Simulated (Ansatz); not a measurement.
In doubt: masses and optical values from hybrid runs of this build are listed as unsure (in some of the runs), which bears on the screening that GW takes from such a start.

Two G0W0 runs on K2LiScI6 (double perovskite (elpasolite)) (Fm-3m).

The structure was built from a prototype and need not be the compound's stable phase.

Symmetry: Fm-3m, No. 225, cubic system. Conventional cell: a = 11.711 Å, b = 11.711 Å, c = 11.711 Å, α = 90.00°, β = 90.00°, γ = 90.00°. Nearest to K lie 12 I at 4.14 Å. Nearest to Li lie 6 I at 2.97 Å. Nearest to Sc lie 6 I at 2.89 Å. Nearest to I lie 1 Sc at 2.89 Å and 1 Li at 2.97 Å and 4 K at 4.14 Å. It derives from I6K2Li1Sc1. Farther neighbours and most contacts between anions are not listed.

```
K Li Sc I
1.0
     0.00000    5.85538    5.85538
     5.85538    0.00000    5.85538
     5.85538    5.85538    0.00000
K Li Sc I
2 1 1 6
Cartesian
  2.9277 2.9277 2.9277
  8.7831 8.7831 8.7831
  0.0000 0.0000 0.0000
  5.8554 5.8554 5.8554
  8.7434 5.8554 5.8554
  5.8554 2.9673 5.8554
  5.8554 8.7434 5.8554
  2.9673 5.8554 5.8554
  5.8554 5.8554 8.7434
  5.8554 5.8554 2.9673
```

The structure was relaxed with PBE. The structure type comes from a generator and need not be one that this composition takes. The runs that relaxed it are not among those shown. Spin-orbit coupling is left out unless a run names it. PAW set soft_2, made with PBE.

The first (Ansatz 0.2.0; start PBE, 2×2×2 mesh, 1198 empty bands, screening to 120 eV; 8 threads of Arm Neoverse V2, shared host) gave, on its mesh: starting gap 2.04 eV, G0W0 gap 4.20 eV, RPA ε∞ (mean) 4.29, 3.7 min.

The second gave: starting gap 3.19 eV, G0W0 gap 4.57 eV, RPA ε∞ (mean) 3.37, 14 min.

Question: What was changed in the input? Choose among start, files, mesh, bands and cutoff, frequency model or another key.

Changed: start from PBE to HSE06. A jump of this size in the start, with ε∞ moving the other way, marks another functional. Other changes could give like numbers; this is the one that was made.

Limits: not at the basis limit; no spin-orbit coupling; coarse k mesh.

[Paths, hosts, dates, memory and timing lines, banners, echoed tables and standing remarks are left out of the program output.]

[Logs are printed without paths, hosts, clocks, repeated set-up lines and the standing remarks that a program may print on its own settings, such as how far it seeks lower states.]

[Runs of the session that timed out or met a known fault of the program may be left out.]

[Cells called generated may have been cut or substituted from an entry of the Crystallography Open Database or the Materials Project.]

[Hosts, paths, dates, database ids (printed as entryN), source tags and the programs' standing remarks are cut or masked in the printed files.]
